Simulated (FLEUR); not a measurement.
## Magnetic state of MnH2O2 (Pyrochroite) from several starts

Wanted: the moments of MnH2O2 (Pyrochroite) and the energy of each order that was tried.

Main program and level: FLEUR MaX-R8.1; PBEsol; all-electron FLAPW, Dirac cores, scalar-relativistic bands.

## 1. The starting structure

The structure is trigonal, space group P-3m1 (No. 164). Conventional cell: a = 3.250 Å, b = 3.250 Å, c = 4.480 Å, α = 90.00°, β = 90.00°, γ = 120.00°. Nearest to Mn lie 6 O at 2.13 Å. Nearest to H lie 1 O at 0.99 Å. Nearest to O lie 1 H at 0.99 Å and 3 Mn at 2.13 Å. Farther neighbours and most contacts between anions are not listed.

Coordinates:

```cif
data_structure
_symmetry_space_group_name_H-M 'P 1'
_symmetry_Int_Tables_number 1
_cell_length_a 3.2500
_cell_length_b 3.2500
_cell_length_c 4.4800
_cell_angle_alpha 90.000
_cell_angle_beta 90.000
_cell_angle_gamma 120.000
_cell_volume 40.98
loop_
_atom_site_label
_atom_site_type_symbol
_atom_site_fract_x
_atom_site_fract_y
_atom_site_fract_z
_atom_site_occupancy
Mn1 Mn 0.00000 0.00000 0.00000 1
H2 H 0.33333 0.66667 0.44600 1
H3 H 0.66667 0.33333 0.55400 1
O4 O 0.33333 0.66667 0.22600 1
O5 O 0.66667 0.33333 0.77400 1
```

## 2. Start 1: ferro +

The parallel start is the test of whether parallel moments hold.

inpgen writes inp.xml from crystal.txt; cutoffs, mixing, functional, smearing and local orbitals are then set in the file. The k list default-1 (kpts.xml, not shown) is a Γ-centred 8×8×8 mesh; where the ranks do not divide the number of points, some are split in two of half the weight.

inp.xml reads:

```
<?xml version="1.0" encoding="UTF-8" standalone="no"?>
<fleurInput fleurInputVersion="0.39">
   <comment>
      MnH2O2
   </comment>
   <calculationSetup>
      <cutoffs Kmax="4.4" Gmax="13.2" GmaxXC="13.2" numbands="0"/>
      <scfLoop itmax="130" minDistance="0.00002" maxIterBroyd="15" imix="Anderson" alpha="0.05" precondParam="0.0" spinf="2.0" sdNocoIR="T"/>
      <coreElectrons ctail="T" frcor="F" kcrel="0" coretail_lmax="0"/>
      <xcFunctional name="PBEs" relativisticCorrections="F"/>
      <magnetism jspins="2"/>
      <soc l_soc="F" theta="0.0" phi="0.0" spav="F"/>
      <expertModes spex="0" secvar="F"/>
      <geometryOptimization l_f="F" forcealpha="1.0" forcemix="BFGS" epsdisp="0.00001" epsforce="0.00001"/>
      <ldaU l_linMix="F" mixParam="0.05" spinf="1.0"/>
   </calculationSetup>
   <cell>
      <bzIntegration valenceElectrons="29.0" mode="hist" fermiSmearingEnergy="0.00183747">
         <kPointListSelection listName="default-1"/>
         <xi:include xmlns:xi="http://www.w3.org/2001/XInclude" href="kpts.xml"> </xi:include>
      </bzIntegration>
      <xi:include xmlns:xi="http://www.w3.org/2001/XInclude" href="sym.xml"> </xi:include>
      <bulkLattice scale="1.0">
         <bravaisMatrix>
            <row-1>    6.1416099049499993     0.0000000000000000     0.0000000000000000</row-1>
            <row-2>   -3.0708049524749996     5.3187901978219170     0.0000000000000000</row-2>
            <row-3>    0.0000000000000000     0.0000000000000000     8.4659730382080003</row-3>
         </bravaisMatrix>
      </bulkLattice>
   </cell>
   <atomSpecies>
      <species name="Manganese 4.501" element="Mn" atomicNumber="25">
         <mtSphere radius="2.8" gridPoints="925" logIncrement="0.013"/>
         <atomicCutoffs lmax="10" lnonsphr="8"/>
         <electronConfig flipSpins="F">
            <coreConfig>(1s1/2) (2s1/2) (2p1/2) (2p3/2)</coreConfig>
            <valenceConfig>(3s1/2) (3p1/2) (3p3/2) (4s1/2) (3d3/2) (3d5/2)</valenceConfig>
            <stateOccupation state="(3d3/2)" spinUp="1.7505" spinDown="0.2495"/>
            <stateOccupation state="(3d5/2)" spinUp="3.0" spinDown="0.0"/>
         </electronConfig>
         <energyParameters s="4" p="4" d="3" f="4"/>
         <lo type="SCLO" l="0" n="3" eDeriv="0"/>
         <lo type="SCLO" l="1" n="3" eDeriv="0"/>
      </species>
      <species name="Hydrogen (H)" element="H" atomicNumber="1">
         <mtSphere radius="0.79" gridPoints="263" logIncrement="0.03"/>
         <atomicCutoffs lmax="6" lnonsphr="4"/>
         <electronConfig flipSpins="F">
            <coreConfig></coreConfig>
            <valenceConfig>(1s1/2)</valenceConfig>
            <stateOccupation state="(1s1/2)" spinUp="0.500000" spinDown="0.500000"/>
         </electronConfig>
         <energyParameters s="1" p="2" d="3" f="4"/>
      </species>
      <species name="Oxygen (O)" element="O" atomicNumber="8">
         <mtSphere radius="1.03" gridPoints="341" logIncrement="0.03"/>
         <atomicCutoffs lmax="6" lnonsphr="4"/>
         <electronConfig flipSpins="F">
            <coreConfig>(1s1/2)</coreConfig>
            <valenceConfig>(2s1/2) (2p1/2) (2p3/2)</valenceConfig>
            <stateOccupation state="(2p1/2)" spinUp="0.666667" spinDown="0.666667"/>
            <stateOccupation state="(2p3/2)" spinUp="1.333333" spinDown="1.333333"/>
         </electronConfig>
         <energyParameters s="2" p="2" d="3" f="4"/>
      </species>
   </atomSpecies>
   <atomGroups>
      <atomGroup species="Manganese 4.501">
         <relPos label="                   1">.0000000000 .0000000000 .0000000000</relPos>
         <force calculate="T" relaxXYZ="TTT"/>
      </atomGroup>
      <atomGroup species="Hydrogen (H)">
         <relPos label="                   2">1.000/3.000 -1.000/3.000 .4460000000</relPos>
         <relPos label="                   3">-1.000/3.000 1.000/3.000 -.4460000000</relPos>
         <force calculate="T" relaxXYZ="TTT"/>
      </atomGroup>
      <atomGroup species="Oxygen (O)">
         <relPos label="                   4">1.000/3.000 -1.000/3.000 .2260000000</relPos>
         <relPos label="                   5">-1.000/3.000 1.000/3.000 -.2260000000</relPos>
         <force calculate="T" relaxXYZ="TTT"/>
      </atomGroup>
   </atomGroups>
   <output dos="F" band="F" slice="F">
      <bandDOS minEnergy="-.5*Htr" maxEnergy="0.5*Htr" sigma="0.015" storeEVData="T"/>
      <plotting iplot="0" polar="F">
         <plot TwoD="T" vec1="  1.0  0.0  0.0" vec2="  0.0  1.0  0.0" vec3="  0.0  0.0  1.0" zero="  0.0  0.0  0.0" file="plot"/>
      </plotting>
      <moessbauerParams electricFieldGradient="F" isomerShift="F" coreHyperfine="F" valenceHyperfine="F"/>
   </output>
</fleurInput>
```

crystal.txt reads:

```
MnH2O2
&input film=F cartesian=F /
3.25000000000  0.00000000000  0.00000000000
-1.62500000000  2.81458256230  0.00000000000
0.00000000000  0.00000000000  4.48000000000
1.8897261246
1.0 1.0 1.0

5
25 0.00000000000  0.00000000000  0.00000000000 : 4.501
1 0.33333333333  0.66666666667  0.44600000000
1 0.66666666667  0.33333333333  0.55400000000
8 0.33333333333  0.66666666667  0.22600000000
8 0.66666666667  0.33333333333  0.77400000000

&kpt div1=8 div2=8 div3=8 gamma=T /
```

On the command line:

```
$ OMP_NUM_THREADS=1 inpgen -f crystal.txt > inpgen.log  # inp.xml is then edited as shown
$ OMP_NUM_THREADS=1 mpirun -n 4 fleur_MPI > fleur.log
```

What it wrote:

```text
Welcome to FLEUR        (www.flapw.de)
      MaX-Release 8.1          (www.max-centre.eu)

 ========== k-point set info ==========
 Selected k-point list: default-1
 k-point list type: mesh
 0 x 0 x 0
 Number of k points: 68

 ------------Calculation Setup---------------------------
 Number of MPI-tasks      :            4
 Number of PE/node        :            4
 Number of OMP-threads    :            1
 k-points in parallel     :            4
 pe's per k-point         :            1
 No of k-point loops      :           17
 Eigenvalue solver        :       lapack
 Number of basis functions:          455
 Approximate size of matrices (H+S) per k-point:         0.003 GB
 --------------------------------------------------------
Nuclear radius smaller than smallest radial mesh point for atom type 2 -- skipping its core isomer shift
 Iteration:     1   Distance:      24.80984387 me/bohr^3
Nuclear radius smaller than smallest radial mesh point for atom type 2 -- skipping its core isomer shift
 Iteration:     2   Distance:      22.88656860 me/bohr^3
Nuclear radius smaller than smallest radial mesh point for atom type 2 -- skipping its core isomer shift
 Iteration:     3   Distance:      14.29614664 me/bohr^3
Nuclear radius smaller than smallest radial mesh point for atom type 2 -- skipping its core isomer shift
 Iteration:     4   Distance:       8.75447411 me/bohr^3
Nuclear radius smaller than smallest radial mesh point for atom type 2 -- skipping its core isomer shift
 Iteration:     5   Distance:       3.18692012 me/bohr^3
Nuclear radius smaller than smallest radial mesh point for atom type 2 -- skipping its core isomer shift
 Iteration:     6   Distance:       0.82350510 me/bohr^3
Nuclear radius smaller than smallest radial mesh point for atom type 2 -- skipping its core isomer shift
 Iteration:     7   Distance:       0.77627191 me/bohr^3
Nuclear radius smaller than smallest radial mesh point for atom type 2 -- skipping its core isomer shift
 Iteration:     8   Distance:       0.12014219 me/bohr^3
Nuclear radius smaller than smallest radial mesh point for atom type 2 -- skipping its core isomer shift
 Iteration:     9   Distance:       0.08606953 me/bohr^3
Nuclear radius smaller than smallest radial mesh point for atom type 2 -- skipping its core isomer shift
 Iteration:    10   Distance:       0.03644482 me/bohr^3
Nuclear radius smaller than smallest radial mesh point for atom type 2 -- skipping its core isomer shift
 Iteration:    11   Distance:       0.02639960 me/bohr^3
Nuclear radius smaller than smallest radial mesh point for atom type 2 -- skipping its core isomer shift
 Iteration:    12   Distance:       0.00462567 me/bohr^3
Nuclear radius smaller than smallest radial mesh point for atom type 2 -- skipping its core isomer shift
 Iteration:    13   Distance:       0.00426597 me/bohr^3
Nuclear radius smaller than smallest radial mesh point for atom type 2 -- skipping its core isomer shift
 Iteration:    14   Distance:       0.00072369 me/bohr^3
Nuclear radius smaller than smallest radial mesh point for atom type 2 -- skipping its core isomer shift
 Iteration:    15   Distance:       0.00035705 me/bohr^3
Nuclear radius smaller than smallest radial mesh point for atom type 2 -- skipping its core isomer shift
 Iteration:    16   Distance:       0.00030569 me/bohr^3
Nuclear radius smaller than smallest radial mesh point for atom type 2 -- skipping its core isomer shift
 Iteration:    17   Distance:       0.00020011 me/bohr^3
Nuclear radius smaller than smallest radial mesh point for atom type 2 -- skipping its core isomer shift
 Iteration:    18   Distance:       0.00009128 me/bohr^3
Nuclear radius smaller than smallest radial mesh point for atom type 2 -- skipping its core isomer shift
 Iteration:    19   Distance:       0.00002554 me/bohr^3
Nuclear radius smaller than smallest radial mesh point for atom type 2 -- skipping its core isomer shift
 Iteration:    20   Distance:       0.00000508 me/bohr^3

 ********************************************************************
 Run finished successfully
 Stop message:
   all done
 ********************************************************************

--- out.xml (last complete iteration) ---
<iteration numberForCurrentRun="   20" overallNumber="   20">
         [... left out ...]
         <bandgap value="0.0000000000" units="eV"/>
         <sumValenceSingleParticleEnergies value="21.5538632833" units="Htr"/>
         <FermiEnergy value="1.5305342594" units="Htr"/>
         <valenceDensity>
            <mtCharges spin="1">
               <mtCharge atomType="1" total="9.8485012" s="1.2440989" p="3.3653947" d="5.0315620" f="0.1226975"/>
               <mtCharge atomType="2" total="0.1680191" s="0.1526093" p="0.0131590" d="0.0019256" f="0.0002883"/>
               <mtCharge atomType="3" total="1.4402105" s="0.4560968" p="0.9824066" d="0.0015032" f="0.0001743"/>
            </mtCharges>
            <mtCharges spin="2">
               <mtCharge atomType="1" total="5.2263700" s="1.2026205" p="3.3258393" d="0.5010820" f="0.1177176"/>
               <mtCharge atomType="2" total="0.1630049" s="0.1483687" p="0.0124871" d="0.0018410" f="0.0002739"/>
               <mtCharge atomType="3" total="1.3724428" s="0.4404879" p="0.9308755" d="0.0009109" f="0.0001427"/>
            </mtCharges>
            <spinDependentCharge spin="1" total="17.0000000" interstitial="3.9350397" mtSpheres="13.0649603"/>
            <spinDependentCharge spin="2" total="12.0000000" interstitial="3.7027346" mtSpheres="8.2972654"/>
            <totalCharge value="29.0000000000"/>
         </valenceDensity>
         [... left out ...]
         <allElectronCharges>
            <spinDependentCharge spin="1" total="24.0000000" interstitial="3.9351519" mtSpheres="20.0648481"/>
            <spinDependentCharge spin="2" total="19.0000000" interstitial="3.7028465" mtSpheres="15.2971535"/>
            <totalCharge value="42.9999999981"/>
         </allElectronCharges>
         <magneticMomentsInMTSpheres units="muBohr">
            <globalMagMoment atomType="1" vec="0.00000   0.00000   4.62213"/>
            <localMagMoment atomType="1" vec="0.00000   0.00000   4.62213"/>
            <globalMagMoment atomType="2" vec="0.00000   0.00000   0.00501"/>
            <localMagMoment atomType="2" vec="0.00000   0.00000   0.00501"/>
            <globalMagMoment atomType="3" vec="0.00000   0.00000   0.06777"/>
            <localMagMoment atomType="3" vec="0.00000   0.00000   0.06777"/>
         </magneticMomentsInMTSpheres>
         <moessbauerParams unitsHFF="kG" unitsIS="e/bohr^3" unitsEFG="Htr/bohr^2">
         </moessbauerParams>
         <totalEnergy value="    -1308.4955108908" units="Htr">
            <sumOfEigenvalues value="     -694.7620578453">
               <coreElectrons value="-716.3159211286"/>
               <valenceElectrons value="21.5538632833"/>
            </sumOfEigenvalues>
            <densityCoulombPotentialIntegral value="-1926.9232604745"/>
            <densityEffectivePotentialIntegral value="-2016.4571061892"/>
            <chargeDenXCDenIntegral value="-68.4967754627"/>
            <FockExchangeEnergyValence value="0.0000000000"/>
            <FockExchangeEnergyCore value="0.0000000000"/>
            <atomTypeDependentContributions atomType="1">
               <electronNucleiInteractionDifferentMTs value="1386.2939335967"/>
               <MadelungTerm value="-18.7264413598"/>
            </atomTypeDependentContributions>
            <atomTypeDependentContributions atomType="2">
               <electronNucleiInteractionDifferentMTs value="0.6959468390"/>
               <MadelungTerm value="-1.9195285224"/>
            </atomTypeDependentContributions>
            <atomTypeDependentContributions atomType="3">
               <electronNucleiInteractionDifferentMTs value="160.1499044220"/>
               <MadelungTerm value="-30.4463987948"/>
            </atomTypeDependentContributions>
            <tkbTimesEntropy value="0.0000300023"/>
            <freeEnergy value="-1308.4955408930"/>
            <extrapolationTo0K value="-1308.4955258919"/>
         </totalEnergy>
         <densityConvergence units="me/bohr^3">
            <chargeDensity spin="1" distance="0.0000028527"/>
            <chargeDensity spin="2" distance="0.0000026424"/>
            <overallChargeDensity distance="0.0000050843"/>
            <spinDensity distance="0.0000020952"/>
         </densityConvergence>
      </iteration>
```

It took 38 s on 4 MPI ranks of Intel Xeon Platinum 8488C (Sapphire Rapids), shared host; peak memory 0.32 GiB; 2.6 min of CPU time.

Spin moment in the muffin-tin sphere by atom:

```
atom  spin moment in the muffin-tin sphere (μB)
 Mn1                                       4.62
  H2                                       0.01
  H3                                       0.01
  O4                                       0.07
  O5                                       0.07
```

This step gave:

```
free energy                                                       : -35605.9776 eV
program's band gap on this mesh (in a metal only a level spacing) : 0 eV
magnetization                                                     : 5 μB
final state                                                       : ferromagnetic
```

After 20 cycles the largest moment stands at 4.62 μB.

(Part 1 of 3 ends here.)

[Logs and program files are shortened in this print: banners, set-up blocks, solver, clock and traceback lines can be left out without a mark of their own.]

[Logs are printed without paths, hosts, clocks, repeated set-up lines and the standing remarks that a program may print on its own settings, such as how far it seeks lower states.]

[Hosts, paths, dates, database ids (printed as entryN), source tags and the programs' standing remarks are cut or masked in the printed files.]

[Where a cell is said to come from a database of computed structures, the database is the Materials Project.]
